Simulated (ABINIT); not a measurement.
# SiPbS3 (Pm-3m): zone-centre phonons

Aim: the zone-centre modes of SiPbS3 (Pm-3m).

Main program and level: ABINIT 10.8.3; DFT PBEsol, scalar-relativistic, plane waves, PseudoDojo norm-conserving pseudopotentials.

The structure was built from a prototype and need not be the compound's stable phase.

**1. The structure**

Symmetry: Pm-3m, No. 221, cubic system. Conventional cell: a = 4.390 Å, b = 4.390 Å, c = 4.390 Å, α = 90.00°, β = 90.00°, γ = 90.00°. Pb has 12 S at 3.10 Å nearest. Si has 6 S at 2.20 Å nearest. S has 2 Si at 2.20 Å and 4 Pb at 3.10 Å nearest. Farther neighbours and most contacts between anions are not listed.

**2. A probe with smearing**

A first run with smearing and empty bands tells whether the crystal has a gap, which decides between fixed occupations and smearing later on.

probe.abi

```
# ground state
tolvrs 1.0d-08
prtden 1
prtwf 1

# basis, mesh and filling
ecut 32.0
ecutsm 3.0
ngkpt 4 4 4
nshiftk 1
shiftk 0.0 0.0 0.0
istwfk *1
occopt 7
tsmear 0.005
nband 26
nstep 100
diemac 9.0
prtebands 0
prtgsr 0
useylm 1

# cell and atoms
acell 8.296653578 8.296653578 8.296653578
rprim 
    1.0 0.0 0.0
    0.0 1.0 0.0
    0.0 0.0 1.0
ntypat 3
znucl 82 14 16
natom 5
typat 1 2 3 3 3
xred 
    0.0 0.0 0.0
    0.5 0.5 0.5
    0.5 0.5 0.0
    0.5 0.0 0.5
    0.0 0.5 0.5
pp_dirpath "./pseudo"
pseudos "Pb.upf, Si.upf, S.upf"
```

Run with:

```
> OMP_NUM_THREADS=1 mpirun -n 4 abinit probe.abi > probe.log
```

Numbers of over 12 decimals in the logs are rounded to 6 here.

probe.abo, the main output file:

```text
[banners, grids, parts of the stress and lines that vanish by symmetry left out]
- input  file    -> probe.abi
- output file    -> probe.abo
- root for input  files -> probei
[...]
Symmetries : space group Pm -3 m (#221); Bravais cP (primitive cubic)
[...]
mpw =        4972          nfft =       91125          nkpt =          10
[...]
== DATASET  1 ==================================================================
[...]
cutoff_energies: {ecut:  32.0, pawecutdg:  -1.0, }
[...]
ETOT  1  -107.43834097550    -1.074E+02 1.060E-01 2.398E+02
 ETOT  2  -107.58051257104    -1.422E-01 5.209E-03 2.310E+01
 ETOT  3  -107.58626107070    -5.748E-03 1.638E-03 2.894E-01
 ETOT  4  -107.58630887432    -4.780E-05 1.521E-03 5.552E-03
 ETOT  5  -107.58631006654    -1.192E-06 9.844E-04 4.140E-04
 ETOT  6  -107.58631012938    -6.284E-08 7.531E-04 8.874E-06
 ETOT  7  -107.58631013138    -2.004E-09 5.382E-04 2.667E-07
 ETOT  8  -107.58631013145    -6.808E-11 3.803E-04 2.507E-09
 At SCF step    8       vres2   =  2.51E-09 < tolvrs=  1.00E-08 =>converged.
[...]
sigma(1 1)= -4.29251717E-04  sigma(3 2)=  0.00000000E+00
  sigma(2 2)= -4.29251717E-04  sigma(3 1)=  0.00000000E+00
  sigma(3 3)= -4.29251717E-04  sigma(2 1)=  0.00000000E+00
[...]
convergence: {deltae: -6.808E-11, res2:  2.507E-09, residm:  3.803E-04, diffor: null, }
etotal    :  -1.07586310E+02
[...]
sigma(1 1)= -4.29251717E-04  sigma(3 2)=  0.00000000E+00
  sigma(2 2)= -4.29251717E-04  sigma(3 1)=  0.00000000E+00
  sigma(3 3)= -4.29251717E-04  sigma(2 1)=  0.00000000E+00
[...]
- sigma(1 1)= -1.26290215E+01  sigma(3 2)=  0.00000000E+00
- sigma(2 2)= -1.26290215E+01  sigma(3 1)=  0.00000000E+00
- sigma(3 3)= -1.26290215E+01  sigma(2 1)=  0.00000000E+00
[...]
fcart     -0.0000000000E+00 -0.0000000000E+00 -0.0000000000E+00
           strten     -4.2925171697E-04 -4.2925171697E-04 -4.2925171697E-04
================================================================================

[key lines of the parts left out:]
pressure_GPa:   1.2629E+01
```

Elapsed: 17 s, on 4 MPI ranks of Arm Neoverse V1, shared host; 69 s of CPU time.

This step gave:

```
volume per atom   : 16.93 Å³
pressure          : 12.63 GPa
gap on the k-mesh : 0 eV
```

No gap opens on this mesh, so smearing is kept.

**3. Rough relaxation**

The typed start is rough, so a first relaxation with smearing and loose thresholds takes it towards rest cheaply.

prerelax.abi

```
# relaxation
ionmov 2
optcell 2
dilatmx 1.15
chkdilatmx 0
ntime 40
tolmxf 3.0d-04
tolvrs 1.0d-10
prtwf 0
prtden 0
chksymtnons 0

# basis, mesh and filling
ecut 25.6
ecutsm 3.0
ngkpt 4 4 4
nshiftk 1
shiftk 0.0 0.0 0.0
istwfk *1
occopt 7
tsmear 0.005
nband 26
nstep 100
diemac 1000000.0
prtebands 0
prtgsr 0
useylm 1

# cell and atoms
acell 8.296653578 8.296653578 8.296653578
rprim 
    1.0 0.0 0.0
    0.0 1.0 0.0
    0.0 0.0 1.0
ntypat 3
znucl 82 14 16
natom 5
typat 1 2 3 3 3
xred 
    0.0 0.0 0.0
    0.5 0.5 0.5
    0.5 0.5 0.0
    0.5 0.0 0.5
    0.0 0.5 0.5
pp_dirpath "./pseudo"
pseudos "Pb.upf, Si.upf, S.upf"
```

Run with:

```
> OMP_NUM_THREADS=1 mpirun -n 4 abinit prerelax.abi > prerelax.log
```

prerelax.abo, the main output file:

```text
[banners, grids, parts of the stress and lines that vanish by symmetry left out]
- input  file    -> prerelax.abi
- output file    -> prerelax.abo
- root for input  files -> prerelaxi
[...]
Symmetries : space group Pm -3 m (#221); Bravais cP (primitive cubic)
[...]
mpw =        5449          nfft =       91125          nkpt =          10
[...]
== DATASET  1 ==================================================================
[...]
cutoff_energies: {ecut:  25.6, pawecutdg:  -1.0, }
[...]
ETOT  1  -107.45974193798    -1.075E+02 6.741E-02 2.346E+02
 ETOT  2  -107.58227824697    -1.225E-01 6.760E-03 1.457E+01
 ETOT  3  -107.58595696018    -3.679E-03 1.952E-03 4.003E-01
 ETOT  4  -107.58601135152    -5.439E-05 3.469E-03 3.283E-03
 ETOT  5  -107.58601213590    -7.844E-07 2.095E-03 3.596E-04
[...]
At SCF step    9       vres2   =  1.06E-11 < tolvrs=  1.00E-10 =>converged.
[...]
ETOT  8  -107.59982303558     6.025E-12 1.243E-05 1.361E-12
 At SCF step    8       vres2   =  1.36E-12 < tolvrs=  1.00E-10 =>converged.
[...]
sigma(1 1)= -1.21589603E-07  sigma(3 2)=  0.00000000E+00
  sigma(2 2)= -1.21589603E-07  sigma(3 1)=  0.00000000E+00
  sigma(3 3)= -1.21589603E-07  sigma(2 1)=  0.00000000E+00
[...]
convergence: {deltae:  6.025E-12, res2:  1.361E-12, residm:  1.243E-05, diffor: null, }
etotal    :  -1.07599823E+02
[...]
At Broyd/MD step   5, gradients are converged :
[...]
sigma(1 1)= -1.21589603E-07  sigma(3 2)=  0.00000000E+00
  sigma(2 2)= -1.21589603E-07  sigma(3 1)=  0.00000000E+00
  sigma(3 3)= -1.21589603E-07  sigma(2 1)=  0.00000000E+00
[...]
- sigma(1 1)= -3.57728963E-03  sigma(3 2)=  0.00000000E+00
- sigma(2 2)= -3.57728963E-03  sigma(3 1)=  0.00000000E+00
- sigma(3 3)= -3.57728963E-03  sigma(2 1)=  0.00000000E+00
[...]
fcart     -0.0000000000E+00 -0.0000000000E+00 -0.0000000000E+00
           strten     -1.2158960303E-07 -1.2158960303E-07 -1.2158960303E-07
================================================================================

[key lines of the parts left out:]
pressure_GPa:   3.5773E-03
Total energy (etotal) [Ha]= -1.07599823035584E+02
```

The job ended after 83 s (4 MPI ranks; 5.5 min of CPU time).

Relaxation path:

```csv
step,energy less that of the first step (eV),largest force (eV/Å),volume (Å³)
1,0.0000,0.0000,84.63
2,-0.2095,0.0000,87.94
3,-0.3712,0.0000,94.07
4,-0.3757,0.0000,95.21
5,-0.3758,0.0000,95.40
```

| conventional cell, symmetrised | before | after | change |
| --- | --- | --- | --- |
| a (Å) | 4.390 | 4.569 | +4.1 % |
| b (Å) | 4.390 | 4.569 | +4.1 % |
| c (Å) | 4.390 | 4.569 | +4.1 % |
| volume (Å³/atom) | 16.93 | 19.08 | +12.7 % |

The relaxed structure:

```cif
data_structure
_symmetry_space_group_name_H-M 'P 1'
_symmetry_Int_Tables_number 1
_cell_length_a 4.5693
_cell_length_b 4.5693
_cell_length_c 4.5693
_cell_angle_alpha 90.000
_cell_angle_beta 90.000
_cell_angle_gamma 90.000
_cell_volume 95.40
loop_
_atom_site_label
_atom_site_type_symbol
_atom_site_fract_x
_atom_site_fract_y
_atom_site_fract_z
_atom_site_occupancy
Pb1 Pb 0.00000 0.00000 0.00000 1
Si2 Si 0.50000 0.50000 0.50000 1
S3 S 0.50000 0.50000 0.00000 1
S4 S 0.50000 0.00000 0.50000 1
S5 S 0.00000 0.50000 0.50000 1
```

Read from the output:

```
volume per atom : 19.08 Å³
pressure        : 0.003577 GPa
```

The volume changes by +12.7 % in this run and stands +12.7 % from the first cell.

**4. Rough relaxation**

The cell changed much, so the rough relaxation is repeated on a basis made for the new cell.

Changes to prerelax.abi since step 3:

```diff
@@ -29,3 +29,3 @@
 # cell and atoms
-acell 8.296653578 8.296653578 8.296653578
+acell 8.63465474 8.63465474 8.63465474
 rprim
```

prerelax.abo, the main output file:

```text
[banners, grids, parts of the stress and lines that vanish by symmetry left out]
- input  file    -> prerelax.abi
- output file    -> prerelax.abo
- root for input  files -> prerelaxi
[...]
Symmetries : space group Pm -3 m (#221); Bravais cP (primitive cubic)
[...]
mpw =        6090          nfft =      110592          nkpt =          10
[...]
== DATASET  1 ==================================================================
[...]
cutoff_energies: {ecut:  25.6, pawecutdg:  -1.0, }
[...]
ETOT  1  -107.42300962344    -1.074E+02 1.008E-01 2.918E+02
 ETOT  2  -107.59225986784    -1.693E-01 9.612E-03 3.368E+01
 ETOT  3  -107.59970649095    -7.447E-03 3.356E-03 1.269E+00
 ETOT  4  -107.59981633656    -1.098E-04 2.262E-03 3.893E-02
 ETOT  5  -107.59982191707    -5.581E-06 1.123E-03 8.182E-03
[...]
ETOT  9  -107.59982304660     1.165E-12 9.554E-04 2.087E-10
 ETOT 10  -107.59982304660    -3.695E-13 1.294E-03 3.107E-13
 At SCF step   10       vres2   =  3.11E-13 < tolvrs=  1.00E-10 =>converged.
[...]
sigma(1 1)= -1.21644273E-07  sigma(3 2)=  0.00000000E+00
  sigma(2 2)= -1.21644273E-07  sigma(3 1)=  0.00000000E+00
  sigma(3 3)= -1.21644273E-07  sigma(2 1)=  0.00000000E+00
[...]
convergence: {deltae: -3.695E-13, res2:  3.107E-13, residm:  1.294E-03, diffor: null, }
etotal    :  -1.07599823E+02
[...]
At Broyd/MD step   1, gradients are converged :
[...]
sigma(1 1)= -1.21644273E-07  sigma(3 2)=  0.00000000E+00
  sigma(2 2)= -1.21644273E-07  sigma(3 1)=  0.00000000E+00
  sigma(3 3)= -1.21644273E-07  sigma(2 1)=  0.00000000E+00
[...]
- sigma(1 1)= -3.57889808E-03  sigma(3 2)=  0.00000000E+00
- sigma(2 2)= -3.57889808E-03  sigma(3 1)=  0.00000000E+00
- sigma(3 3)= -3.57889808E-03  sigma(2 1)=  0.00000000E+00
[...]
fcart     -0.0000000000E+00 -0.0000000000E+00 -0.0000000000E+00
           strten     -1.2164427330E-07 -1.2164427330E-07 -1.2164427330E-07
================================================================================

[key lines of the parts left out:]
pressure_GPa:   3.5789E-03
Total energy (etotal) [Ha]= -1.07599823046600E+02
```

It took 21 s on 4 MPI ranks.

Little changed from the start: no atom moved by 0.005 Å and no cell edge by 0.1 %.

Read from the output:

```
pressure : 0.003579 GPa
```

The volume changes by +0.0 % in this run and stands +12.7 % from the first cell.

**5. Relaxing the cell and atoms**

The harmonic expansion needs vanishing forces, and a free crystal bears no stress, so cell and atoms are brought to rest. Stress is more sensitive to the basis than forces are: the last 3 Ha under the cutoff are smoothed with ecutsm.

relax.abi, as its differences from prerelax.abi of step 4:

```diff
@@ -3,7 +3,6 @@
 optcell 2
-dilatmx 1.15
-chkdilatmx 0
+dilatmx 1.08
 ntime 40
-tolmxf 3.0d-04
-tolvrs 1.0d-10
+tolmxf 1.0d-05
+tolvrs 1.0d-14
 prtwf 0
@@ -13,5 +12,5 @@
 # basis, mesh and filling
-ecut 25.6
+ecut 32.0
 ecutsm 3.0
-ngkpt 4 4 4
+ngkpt 6 6 6
 nshiftk 1
@@ -20,3 +19,3 @@
 occopt 7
-tsmear 0.005
+tsmear 0.01
 nband 26
```

Run with:

```
> OMP_NUM_THREADS=1 mpirun -n 4 abinit relax.abi > relax.log
```

relax.abo, the main output file:

```text
[banners, grids, parts of the stress and lines that vanish by symmetry left out]
- input  file    -> relax.abi
- output file    -> relax.abo
- root for input  files -> relaxi
[...]
Symmetries : space group Pm -3 m (#221); Bravais cP (primitive cubic)
[...]
mpw =        7088          nfft =      110592          nkpt =          20
[...]
== DATASET  1 ==================================================================
[...]
cutoff_energies: {ecut:  32.0, pawecutdg:  -1.0, }
[...]
ETOT  1  -107.37278011017    -1.074E+02 1.378E-01 3.283E+02
 ETOT  2  -107.58394850115    -2.112E-01 4.384E-03 5.665E+01
 ETOT  3  -107.59739120324    -1.344E-02 1.911E-03 3.601E+00
 ETOT  4  -107.59794263298    -5.514E-04 1.536E-03 6.579E-02
 ETOT  5  -107.59795848404    -1.585E-05 1.968E-03 2.496E-03
[...]
At SCF step   12       vres2   =  5.26E-16 < tolvrs=  1.00E-14 =>converged.
[...]
sigma(1 1)= -3.09693179E-05  sigma(3 2)=  0.00000000E+00
  sigma(2 2)= -3.09693179E-05  sigma(3 1)=  0.00000000E+00
  sigma(3 3)= -3.09693179E-05  sigma(2 1)=  0.00000000E+00
[...]
convergence: {deltae: -7.091E-12, res2:  5.262E-16, residm:  1.466E-04, diffor: null, }
etotal    :  -1.07597959E+02
[...]
ETOT  1  -107.59793741492    -1.076E+02 1.328E-04 7.449E-01
[...]
At SCF step   10       vres2   =  2.05E-15 < tolvrs=  1.00E-14 =>converged.
[...]
sigma(1 1)= -2.31298406E-05  sigma(3 2)=  0.00000000E+00
  sigma(2 2)= -2.31298406E-05  sigma(3 1)=  0.00000000E+00
  sigma(3 3)= -2.31298406E-05  sigma(2 1)=  0.00000000E+00
[...]
convergence: {deltae: -2.899E-12, res2:  2.055E-15, residm:  6.530E-05, diffor: null, }
etotal    :  -1.07598007E+02
[...]
ETOT  1  -107.59745081801    -1.076E+02 4.907E-05 6.585E+00
[...]
At SCF step   11       vres2   =  3.73E-16 < tolvrs=  1.00E-14 =>converged.
[...]
sigma(1 1)= -2.91156952E-07  sigma(3 2)=  0.00000000E+00
  sigma(2 2)= -2.91156952E-07  sigma(3 1)=  0.00000000E+00
  sigma(3 3)= -2.91156952E-07  sigma(2 1)=  0.00000000E+00
[...]
convergence: {deltae: -6.779E-12, res2:  3.726E-16, residm:  4.369E-06, diffor: null, }
etotal    :  -1.07598070E+02
[...]
ETOT  1  -107.59806976519    -1.076E+02 3.160E-06 1.091E-03
[...]
ETOT  8  -107.59806986804    -4.846E-12 1.857E-06 1.737E-14
 ETOT  9  -107.59806986803     6.679E-12 4.342E-06 3.487E-16
 At SCF step    9       vres2   =  3.49E-16 < tolvrs=  1.00E-14 =>converged.
[...]
sigma(1 1)= -2.83710523E-09  sigma(3 2)=  0.00000000E+00
  sigma(2 2)= -2.83710523E-09  sigma(3 1)=  0.00000000E+00
  sigma(3 3)= -2.83710524E-09  sigma(2 1)=  0.00000000E+00
[...]
convergence: {deltae:  6.679E-12, res2:  3.487E-16, residm:  4.342E-06, diffor: null, }
etotal    :  -1.07598070E+02
[...]
At Broyd/MD step   4, gradients are converged :
[...]
sigma(1 1)= -2.83710523E-09  sigma(3 2)=  0.00000000E+00
  sigma(2 2)= -2.83710523E-09  sigma(3 1)=  0.00000000E+00
  sigma(3 3)= -2.83710524E-09  sigma(2 1)=  0.00000000E+00
[...]
- sigma(1 1)= -8.34705176E-05  sigma(3 2)=  0.00000000E+00
- sigma(2 2)= -8.34705178E-05  sigma(3 1)=  0.00000000E+00
- sigma(3 3)= -8.34705180E-05  sigma(2 1)=  0.00000000E+00
[...]
fcart     -0.0000000000E+00 -0.0000000000E+00 -0.0000000000E+00
           strten     -2.8371052278E-09 -2.8371052348E-09 -2.8371052400E-09
================================================================================

[key lines of the parts left out:]
pressure_GPa:   8.3471E-05
Total energy (etotal) [Ha]= -1.07598069868030E+02
```

The job ended after 2.3 min (4 MPI ranks).

The steps of the relaxation:

| step | energy less that of the first step (eV) | largest force (eV/Å) | volume (Å³) |
| --- | --- | --- | --- |
| 1 | 0.0000 | 0.0000 | 95.40 |
| 2 | -0.0013 | 0.0000 | 95.66 |
| 3 | -0.0030 | 0.0000 | 96.46 |
| 4 | -0.0030 | 0.0000 | 96.47 |

| conventional cell, symmetrised | before | after | change |
| --- | --- | --- | --- |
| a (Å) | 4.569 | 4.586 | +0.4 % |
| b (Å) | 4.569 | 4.586 | +0.4 % |
| c (Å) | 4.569 | 4.586 | +0.4 % |
| volume (Å³/atom) | 19.08 | 19.29 | +1.1 % |

The relaxed structure:

```xyz
5
Lattice="4.5863 0.0000 0.0000 0.0000 4.5863 0.0000 0.0000 0.0000 4.5863" Properties=species:S:1:pos:R:3 pbc="T T T"
Pb    0.0000    0.0000    0.0000
Si    2.2932    2.2932    2.2932
S     2.2932    2.2932    0.0000
S     2.2932    0.0000    2.2932
S     0.0000    2.2932    2.2932
```

This step gave:

```yaml
volume_per_atom: 19.29 Å³
pressure: 8.35e-5 GPa
```

The volume changes by +1.1 % in this run and stands +14.0 % from the first cell.

**6. Self-consistent run for the response**

First-order wavefunctions inherit every error of the ground state, hence the very tight tolvrs. ecutsm is kept as in the relaxation, so that the cell stays at rest. Smearing stays on, as the first look found no gap above 0.3 eV.

gs.abi

```
# ground state
tolvrs 1.0d-16
prtden 1
prtwf 1

# basis, mesh and filling
ecut 32.0
ecutsm 3.0
ngkpt 6 6 6
nshiftk 1
shiftk 0.0 0.0 0.0
istwfk *1
occopt 7
tsmear 0.01
nband 26
nstep 100
diemac 1000000.0
prtebands 0
prtgsr 0
useylm 1

# cell and atoms
acell 8.666916907 8.666916907 8.666916907
rprim 
    1.0 0.0 0.0
    0.0 1.0 0.0
    0.0 0.0 1.0
ntypat 3
znucl 82 14 16
natom 5
typat 1 2 3 3 3
xred 
    0.0 0.0 0.0
    0.5 0.5 0.5
    0.5 0.5 0.0
    0.5 0.0 0.5
    0.0 0.5 0.5
pp_dirpath "./pseudo"
pseudos "Pb.upf, Si.upf, S.upf"
```

Run with:

```
> OMP_NUM_THREADS=1 mpirun -n 4 abinit gs.abi > gs.log
```

gs.abo, the main output file:

```text
[banners, grids, parts of the stress and lines that vanish by symmetry left out]
- input  file    -> gs.abi
- output file    -> gs.abo
- root for input  files -> gsi
[...]
Symmetries : space group Pm -3 m (#221); Bravais cP (primitive cubic)
[...]
mpw =        5668          nfft =      110592          nkpt =          20
[...]
== DATASET  1 ==================================================================
[...]
cutoff_energies: {ecut:  32.0, pawecutdg:  -1.0, }
[...]
ETOT  1  -107.41019840861    -1.074E+02 1.994E-01 3.192E+02
 ETOT  2  -107.58437337178    -1.742E-01 5.262E-03 5.613E+01
 ETOT  3  -107.59746363691    -1.309E-02 4.423E-03 3.871E+00
 ETOT  4  -107.59805218682    -5.885E-04 1.490E-03 7.692E-02
 ETOT  5  -107.59806925770    -1.707E-05 1.073E-03 2.183E-03
[...]
ETOT 12  -107.59806950029     2.800E-12 1.254E-04 8.911E-16
 ETOT 13  -107.59806950029     2.174E-12 4.768E-05 3.670E-17
 At SCF step   13       vres2   =  3.67E-17 < tolvrs=  1.00E-16 =>converged.
[...]
sigma(1 1)= -2.52437591E-09  sigma(3 2)=  0.00000000E+00
  sigma(2 2)= -2.52437591E-09  sigma(3 1)=  0.00000000E+00
  sigma(3 3)= -2.52437591E-09  sigma(2 1)=  0.00000000E+00
[...]
convergence: {deltae:  2.174E-12, res2:  3.670E-17, residm:  4.768E-05, diffor: null, }
etotal    :  -1.07598070E+02
[...]
sigma(1 1)= -2.52437591E-09  sigma(3 2)=  0.00000000E+00
  sigma(2 2)= -2.52437591E-09  sigma(3 1)=  0.00000000E+00
  sigma(3 3)= -2.52437591E-09  sigma(2 1)=  0.00000000E+00
[...]
- sigma(1 1)= -7.42697035E-05  sigma(3 2)=  0.00000000E+00
- sigma(2 2)= -7.42697035E-05  sigma(3 1)=  0.00000000E+00
- sigma(3 3)= -7.42697036E-05  sigma(2 1)=  0.00000000E+00
[...]
fcart     -0.0000000000E+00 -0.0000000000E+00 -0.0000000000E+00
           strten     -2.5243759114E-09 -2.5243759123E-09 -2.5243759149E-09
================================================================================

[key lines of the parts left out:]
pressure_GPa:   7.4270E-05
```

Wall time 39 s (4 MPI ranks); 2.6 min of CPU time.

Numbers from this step:

* pressure: 7.43e-5 GPa

The cell stands at 7.4e-5 GPa, close enough for phonons.

[end of part 1 of 4]

[Host names and launcher messages were left out of these logs when they were recorded.]

[Logs are printed without paths, hosts, clocks, repeated set-up lines and the standing remarks that a program may print on its own settings, such as how far it seeks lower states.]

[Hosts, paths, dates, database ids (printed as entryN), source tags and the programs' standing remarks are cut or masked in the printed files.]
